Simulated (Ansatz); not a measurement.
# Electron scattering at the Σ5 (210) boundary in fcc Rh, part 2 of 3

Aim: the relaxed structure and the specific resistance of the Σ5 (210) boundary in fcc Rh.

Ansatz 0.2.0; Ansatz plane-wave DFT, r2SCAN, PAW files; relaxation of a bicrystal slab with its lowest layers held; PAW set soft_1 (the session's first sound run).

So far. Step 2 (Relaxing the bicrystal): The largest force component on a free atom ends at 0.024 eV/Å, under the tolerance of 0.03, after 12 steps.

## Step 3: Transmission across the boundary

Bulk layers of each grain are laid under and over the relaxed boundary, and a lead is named in the middle of each, away from the free faces. The mesh across the current, 18×18, is finer than the density's, because channels open and close sharply across the zone. Energies from -0.1 to 0.1 eV in steps of 0.05 eV are too few for the program's thermal sum, so it prints no conductance; for a metal the transmission near the Fermi level serves, at a fraction of the cost.

This step: Ansatz plane-wave DFT, r2SCAN, PAW files; ballistic transport by layer matching (Landauer), zero bias; boundary relaxed in a short slab, bulk layers laid on; PAW set soft_1 (Ansatz 0.2.0).

System of this step: Σ5 (210) boundary in fcc Rh. The cell holds 48 atoms: 48 Rh. Its edges and angles: a = 4.658 Å, b = 3.803 Å, c = 48.350 Å, α = 90.0°, β = 90.0°, γ = 65.9°. It derives from Rh. Regions: lower grain, 20 atoms (20 Rh); boundary, 12 atoms (12 Rh); upper grain, 16 atoms (16 Rh). Vacuum lies along c.

File input.yaml:

```yaml
crystal:
  lattice:
    - [4.6578272204, 0.0, 0.0]
    - [1.5526090735, 3.4717394307, 0.0]
    - [0.0, 0.0, 48.3502255439]
  atoms:
    - { symbol: Rh, position: [-15.6, 7.7999999999, 0.0827297072] }
    - { symbol: Rh, position: [-15.0, 7.4999999999, 0.1003180225] }
    - { symbol: Rh, position: [-14.4, 7.1999999999, 0.1179063378] }
    - { symbol: Rh, position: [-13.8, 6.9, 0.1354946531] }
    - { symbol: Rh, position: [-13.2, 6.6, 0.1530829684] }
    - { symbol: Rh, position: [-12.6, 6.3, 0.1706712837] }
    - { symbol: Rh, position: [-12.0, 6.0, 0.1882595991] }
    - { symbol: Rh, position: [-11.4, 5.7, 0.2058479144] }
    - { symbol: Rh, position: [-10.8, 5.4, 0.2234362297] }
    - { symbol: Rh, position: [-10.2, 5.1, 0.241024545] }
    - { symbol: Rh, position: [-9.6, 4.8, 0.2586128603] }
    - { symbol: Rh, position: [-9.0, 4.5, 0.2762011756] }
    - { symbol: Rh, position: [-8.4, 4.2, 0.293789491] }
    - { symbol: Rh, position: [-7.8, 3.9, 0.3113778063] }
    - { symbol: Rh, position: [-7.2, 3.6, 0.3289661216] }
    - { symbol: Rh, position: [-6.6, 3.3, 0.3465544369] }
    - { symbol: Rh, position: [-6.0, 3.0, 0.3641427522] }
    - { symbol: Rh, position: [-5.4, 2.7, 0.3817310675] }
    - { symbol: Rh, position: [-4.8, 2.4, 0.3993193829] }
    - { symbol: Rh, position: [-4.2, 2.1, 0.4169076982] }
    - { symbol: Rh, position: [0.4, 0.8, 0.4344960135] }
    - { symbol: Rh, position: [0.9984474777, 0.5007762611, 0.4516432184] }
    - { symbol: Rh, position: [0.5999211124, 0.2000394438, 0.4696087068] }
    - { symbol: Rh, position: [0.2066162217, 0.8966918892, 0.4864359542] }
    - { symbol: Rh, position: [0.8031981095, 0.5984009453, 0.5044771473] }
    - { symbol: Rh, position: [0.4044326556, 0.2977836722, 0.5232011898] }
    - { symbol: Rh, position: [-0.005788004, 0.002894002, 0.5365537443] }
    - { symbol: Rh, position: [0.6108006066, 0.6945996967, 0.5608049621] }
    - { symbol: Rh, position: [0.0248461979, 0.9875769011, 0.5854163345] }
    - { symbol: Rh, position: [0.4294452274, 0.2852773863, 0.599176246] }
    - { symbol: Rh, position: [0.8287232122, 0.5856383939, 0.617728885] }
    - { symbol: Rh, position: [0.2347036038, 0.8826481981, 0.6358572478] }
    - { symbol: Rh, position: [-4.3652963963, 2.1826481981, 0.6534455631] }
    - { symbol: Rh, position: [-4.9652963963, 2.4826481981, 0.6710338784] }
    - { symbol: Rh, position: [-5.5652963963, 2.7826481981, 0.6886221937] }
    - { symbol: Rh, position: [-6.1652963963, 3.0826481981, 0.706210509] }
    - { symbol: Rh, position: [-6.7652963963, 3.3826481981, 0.7237988244] }
    - { symbol: Rh, position: [-7.3652963963, 3.6826481981, 0.7413871397] }
    - { symbol: Rh, position: [-7.9652963963, 3.9826481981, 0.758975455] }
    - { symbol: Rh, position: [-8.5652963963, 4.2826481981, 0.7765637703] }
    - { symbol: Rh, position: [-9.1652963963, 4.5826481981, 0.7941520856] }
    - { symbol: Rh, position: [-9.7652963963, 4.8826481981, 0.8117404009] }
    - { symbol: Rh, position: [-10.3652963963, 5.1826481981, 0.8293287163] }
    - { symbol: Rh, position: [-10.9652963963, 5.4826481981, 0.8469170316] }
    - { symbol: Rh, position: [-11.5652963963, 5.7826481981, 0.8645053469] }
    - { symbol: Rh, position: [-12.1652963963, 6.0826481981, 0.8820936622] }
    - { symbol: Rh, position: [-12.7652963963, 6.3826481981, 0.8996819775] }
    - { symbol: Rh, position: [-13.3652963963, 6.6826481981, 0.9172702928] }
kpoints:
  mp_grid: { grid: [7, 7, 1] }
hamiltonian:
  xc: r2scan
  pseudopotentials: { kind: paw, azcp: { folder: soft_1 } }
scf:
  occupations: { method: fermi_dirac, width: 0.1 }
output:
  transmission:
    leads: [[11, 12], [38, 39]]
    kmesh: [18, 18]
    e_range: [-0.1, 0.1]
    de: 0.05
  write_potential: true
  write_density: true
  volumetric_format: npy
  elf: true
```

Run with:

```sh
$ ansatz run input.yaml --threads 4 --pin off --max-ram 15360MiB --backend cpu --events-out ev --progress --plain --runs-dir out
```

Numbers of over 12 decimals in the logs are rounded to 6 here.

Output:

```text
[...]
Crystal: 48 atoms, lattice volume = 781.860 Å³
Basis set: ecut = 500 eV, 19841 PW (Γ), exchange–correlation on 144×120×1440 points (64 copies of the dense FFT grid, shifted against one another)
Bands: 490, of which v1, the nominal top of the filled ones, is band 408 counted from 1 (407 counted from 0)
Symmetry: 2 space group operations
[...]
k-points: 16 of 49 (time reversal used)
[...]
SCF iter   1: F=—  HF=-307944.299413 eV  |F-HF|=—  |Δ(HF+E_count)|=         —  Δρ=8.86e-2  dr2=1.14e2  dr2_τ=1.39e0  ethr=3.10e-3  ⟨swp⟩=6.0  Hψ=25497  notcnv=0  defer=352
[...]
SCF iter  12: F=-307928.877676 eV  HF=-307928.877676 eV  |F-HF|=7.04e-8  |Δ(HF+E_count)|=   2.79e-8  Δρ=2.14e-6  dr2=8.22e-8  dr2_τ=2.62e-9  ethr=1.23e-11  ⟨swp⟩=10.5  Hψ=26882  notcnv=0
SCF 1 converged in 12 iterations: F = -307928.877676 eV  dr2 = 8.22e-8
[...]
transmission: 548 of 5460 steps passed
transmission: 1092 of 5460 steps passed
[...]
transmission: 5460 of 5460 steps passed
WARN: The input density's exchange-correlation potential varies sharply where the density is thin. Do not read a vacuum level from v_tot or v_xc, or from such a field of the output density. On a cell that repeats whose density bears no net charge and no dipole along the vacuum's axis use v_es (v_loc + v_h of the components); under efield.dipole_correction with no amplitude use v_es + v_field, which holds any external [...]
SCF converged after 12 iterations
Free energy (F): -307928.877676 eV
[...]
Internal energy: -307926.656962 eV  (E = F + TS)
E sigma→0 (E₀):  -307927.767319 eV
Entropy (-TS):   -2.220713 eV (-46.265 meV/atom)
Fermi energy:    18.029770 eV
[...]
--- Band table (eV; the first three rows and the last of 16) ---
  k-point 0: bands = [... 404 lower, 17.9650, 18.0052, 18.0164, 18.0456, 18.0900, 18.1192, 18.1528, 18.1870, ... 78 higher]
  k-point 1: bands = [... 404 lower, 17.9413, 17.9922, 18.0289, 18.0527, 18.0888, 18.1028, 18.1349, 18.1773, ... 78 higher]
  k-point 2: bands = [... 404 lower, 17.8248, 17.8764, 17.9411, 17.9935, 18.0356, 18.0908, 18.1124, 18.1282, ... 78 higher]
  k-point 15: bands = [... 404 lower, 18.1868, 18.2258, 18.2334, 18.2546, 18.2739, 18.2809, 18.2852, 18.2911, ... 78 higher]
--- Transmission ---
  basis      : 165 plane waves across, 60 finite elements along
  points     : 91, standing for a mesh of 18 x 18
  energies   : 5 from -0.100000 to 0.100000 eV about the Fermi level, 0.050000 eV apart; the leads are filled to 0.000000 eV, and channels, transmission and decay are at 0.000000 eV
  crystal 0  : Rh3, at the sites [11, 12], period 2.5512 Å, over 17.86 Å; its Hamiltonian steps by up to 11.3 meV
    offset         : up to 0.0000 Å between an atom of the period and one for which it stands
    channels       : 4.895062e0 a spin
    conductance    : none, the energies end too early or step too widely for 300 K: set another output.transmission.e_range or a lower de, or, where they end at an eighth of basis.ecutwfc, a higher one
[...]
channels       : 4.882716e0 a spin
[...]
junction   : crystal 0 to crystal 1, 12.66 to 35.15 Å
    transmission   : 2.850553e0 a spin
[...]
```

The job ended after 13 min (4 threads of Intel Xeon Platinum 8488C (Sapphire Rapids), shared host; peak memory 12 GiB; 48 min of CPU time).

The column dr2 measures how far the density is from self-consistency, as an energy; F and HF (Harris–Foulkes) agree once it is small.

This step gave:

| Property | Result |
| --- | --- |
| free energy | -307928.8777 eV |
| energy at zero smearing | -307927.7673 eV |
| Fermi energy | 18.03 eV |
| cell area | 16.17 Å² |
| transmission per spin nearest the Fermi level | 2.851 |
| open channels per spin nearest the Fermi level | 4.895 |
| open channels per spin, upper lead | 4.883 |
| step of the lead's potential | 11.3 meV |
| step of the upper lead's potential | 18.7 meV |

Per spin. Transmission, zone mean against energy, zero at the Fermi level:

| energy (eV) | transmission, zone mean |
| --- | --- |
| -0.1000 | 2.71 |
| -0.0500 | 2.74 |
| 0.0000 | 2.85 |
| 0.0500 | 2.91 |
| 0.1000 | 2.98 |

Per spin. Table of open channels, zone mean by energy, zero at the Fermi level:

| energy (eV) | lead | upper lead |
| --- | --- | --- |
| -0.1000 | 4.77 | 4.73 |
| -0.0500 | 4.80 | 4.78 |
| 0.0000 | 4.90 | 4.88 |
| 0.0500 | 4.93 | 4.94 |
| 0.1000 | 5.03 | 5.04 |

Transmission over k1 and k2. At 0.0000 eV from the Fermi level.

Ten even steps from '_' (0.99) to '@' (5.49):
```
**====--==--====**++------::------++
====::====::====--::----::::----::--
==**++**++**==--::::::------::::::--
====::::======____....::::....____==
++######++==--::______________::--==
##@@@@##++==----::..____..::----==++
@@@@@@**++----::..::::::..::----++**
@@@@@@**==--======----======--==**@@
@@@@%%**++++====--++--====++++**%%@@
@@@@**==--======----======--==**@@@@
@@**++----::..::::::..::----++**@@@@
##++==----::..____..::----==++##@@@@
++==--::______________::--==++######
====____....::::....____======::::==
==--::::::------::::::--==**++**++**
==--::----::::----::--====::====::==
**++------::------++**====--==--====
--**==--------==**--**==--------==**
```
Columns: k1 (b1) from -0.5 to 0.444; rows upwards: k2 (b2) from -0.5 to 0.444.

Open channels over k1 and k2. At 0.0000 eV from the Fermi level.

Ten even steps from '_' (2.00) to '@' (8.00):
```
%%++++++**++++++%%%%++++++--++++++%%
++++--++++--++++--++++++----++++++--
++**++++++**++++--++++------++++--++
++++----++++**--......----......--**
++******++++--..______________..--++
**%%%%**++++------........------++++
@@@@@@****..------++--++------..****
@@@@@@%%++++++++++++++++++++++++%%@@
@@@@@@******++++++**++++++******@@@@
@@@@%%++++++++++++++++++++++++%%@@@@
@@****..------++--++------..****@@@@
**++++------........------++++**%%%%
++++--..______________..--++++******
++**--......----......--**++++----++
++++--++++------++++--++++**++++++**
++--++++++----++++++--++++--++++--++
%%%%++++++--++++++%%%%++++++**++++++
--%%++++++++++++%%--%%++++++++++++%%
```
Columns: k1 (b1) from -0.5 to 0.444; rows upwards: k2 (b2) from -0.5 to 0.444.

Electrostatic potential energy in the cb plane at fractional x = 0.000, with atoms of Rh within 0.2 Å of it. With pseudopotentials it is smooth inside the atoms' cores, unlike the true potential.

Ten even steps from '0' (-50 eV) to '9' (23 eV), each cell a mean:
```
99986458985100489988899999864579999999999999
99998788997434799999999999987789999999999999
66799999999888998889998667899999999999999999
11479998899999986579984103799988999999999999
00169988889999974358972001699988899999999999
00279998889999975468973001699988899999999999
33689999999999987789986335899999999999999999
88898889998766899999999888998899999999999999
99987568996202589988899999876689999999999999
99985347984000389988899999853479999999999999
```
Columns run along c (16.0 Å, from fractional 0.67 to 1.00 of the cell; values clipped at the 3rd and 97th percentile), rows up along b (3.8 Å). Atoms in or near the plane, at fractional coordinates: Rh at (0.67, 0.48), Rh at (0.76, 0.98), Rh at (0.85, 0.48).

ELF in the cb plane at fractional x = 0.000, with atoms of Rh within 0.2 Å of it. It is the smooth field of the valence electrons, not physical close to the nuclei.

Ten even steps from '0' (0.00) to '9' (0.74), each cell a mean:
```
22234653335898633233232222246642221000000000
22333333333576333332333223333333322100000000
55333333333333332333333453333333332110000000
88633322233222234532335886333222233210000000
99842223332222246753347998522233333211000000
99743223323222235653336998422223333211000000
77433333233222333333334675333332332210000000
33332233333454333333333333333333322110000000
22233443334787533322233222234433221100000000
22235664335899732233332222356642221000000000
```
Columns run along c (16.0 Å, from fractional 0.67 to 1.00 of the cell), rows up along b (3.8 Å). Atoms in or near the plane, at fractional coordinates: Rh at (0.67, 0.48), Rh at (0.76, 0.98), Rh at (0.85, 0.48).

Valence density in the cb plane at fractional x = 0.000, with atoms of Rh within 0.2 Å of it. It is the smooth field of the valence electrons, not physical close to the nuclei.

Ten steps, logarithmic in the rise over the least value, from '0' (0 e/Å³) to '9' (13 e/Å³), each cell a mean:
```
11235653235898632233322112356542100000000000
22223433224676422223222222234432110000000000
55432222222333223332223554322222211000000000
88642223322222234543236887422233221000000000
99852233332211246653247998522233321000000000
99742233332212245653247998522233321000000000
77532223222222233432235675322222211000000000
33323332223454322222222333233322110000000000
22234543235787532233322222345532100000000000
11235664236999732233322112356642100000000000
```
Columns run along c (16.0 Å, from fractional 0.67 to 1.00 of the cell), rows up along b (3.8 Å). Atoms in or near the plane, at fractional coordinates: Rh at (0.67, 0.48), Rh at (0.76, 0.98), Rh at (0.85, 0.48).

Over the solved energies the transmission per spin lies between 2.71 and 2.98, out of 4.88 channels of the lead on average (up to 5.03).

## Step 4: Specific resistance

This step: Ansatz plane-wave DFT, r2SCAN, PAW files; ballistic transport by layer matching (Landauer), zero bias; specific resistance of the boundary; PAW set soft_1 (Ansatz 0.2.0).

Numbers from this step:

| Item | Value |
| --- | --- |
| area resistance | 0.3077 fΩ m² |
| T over the leads' mean channel count | 0.5816 |

Averaged over the energies near the Fermi level, 58.2 % of the channels pass, which makes 0.308 fΩ m².

By hand, with T and the leads' channels N averaged over the energies near the Fermi level: RA = A (h/2e²)(1/T − ½[1/N₁ + 1/N₂]) = 16.17×10⁻²⁰ m² × 12 906 Ω × (1/2.838 − ½[1/4.884 + 1/4.877]) = 0.308 fΩ m².

(Part 2 of 3 ends here.)

[Logs are printed without paths, hosts, clocks, repeated set-up lines and the standing remarks that a program may print on its own settings, such as how far it seeks lower states.]

[Hosts, paths, dates, database ids (printed as entryN), source tags and the programs' standing remarks are cut or masked in the printed files.]
